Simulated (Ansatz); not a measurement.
Planning a run of Ansatz 0.2.0 on BiOBr (P4/nmm). The input:

```yaml
crystal:
  lattice:
    - [3.916, 0.0, 0.0]
    - [0.0, 3.916, 0.0]
    - [0.0, 0.0, 8.077]
  atoms:
    - { symbol: Bi, position: [0.0, 0.5, 0.1540396362] }
    - { symbol: Bi, position: [0.5, 0.0, 0.8459603638] }
    - { symbol: Br, position: [0.0, 0.5, 0.6552617623] }
    - { symbol: Br, position: [0.5, 0.0, 0.3447382377] }
    - { symbol: O, position: [0.0, 0.0, 0.0] }
    - { symbol: O, position: [0.5, 0.5, 0.0] }
kpoints:
  mp_grid: { grid: [4, 4, 2] }
hamiltonian:
  xc: r2scan
scf:
  occupations: { method: fixed }
gw:
  n_empty_bands: 465
  ecut_chi: 140
  qp_bands: [v2, c2]
  qp_kpoints: band_edges
  screening: { model: contour_deformation }
```

The database entry behind the starting cell differs from later determinations by our own check (0.1 to 0.3 % short, probably kX units), so it need not match the best structure at ambient conditions.

```sh
ansatz run input.yaml --threads 3 --pin off --max-ram 92160MiB --backend cuda --events-out ev --progress --plain --runs-dir out --devices 1 --max-vram 13GiB
```

Q: How long will it take on 1 × NVIDIA H100 80GB HBM3 (shared by 6 runs) with 3 threads of AMD EPYC 7R13 (Zen 3), shared host, and how much memory?

It took 19 s; on shared hardware allow 9.7 s to 39 s. Peak host memory was 1.9 GiB. The sizes that set the cost: 3133 plane waves a state, 12 irreducible k points, 493 bands summed, 483 plane waves in the screening and 7 SCF cycles.

The screening grows as filled bands × empty bands × pairs of k points, times the square of the screening basis for the matrix.

[Paths, hosts, dates, memory and timing lines, banners, echoed tables and standing remarks are left out of the program output.]

[Logs are printed without paths, hosts, clocks, repeated set-up lines and the standing remarks that a program may print on its own settings, such as how far it seeks lower states.]

[Runs of the session that timed out or met a known fault of the program may be left out.]

[Cells called generated may have been cut or substituted from an entry of the Crystallography Open Database or the Materials Project.]

[Hosts, paths, dates, database ids (printed as entryN), source tags and the programs' standing remarks are cut or masked in the printed files.]
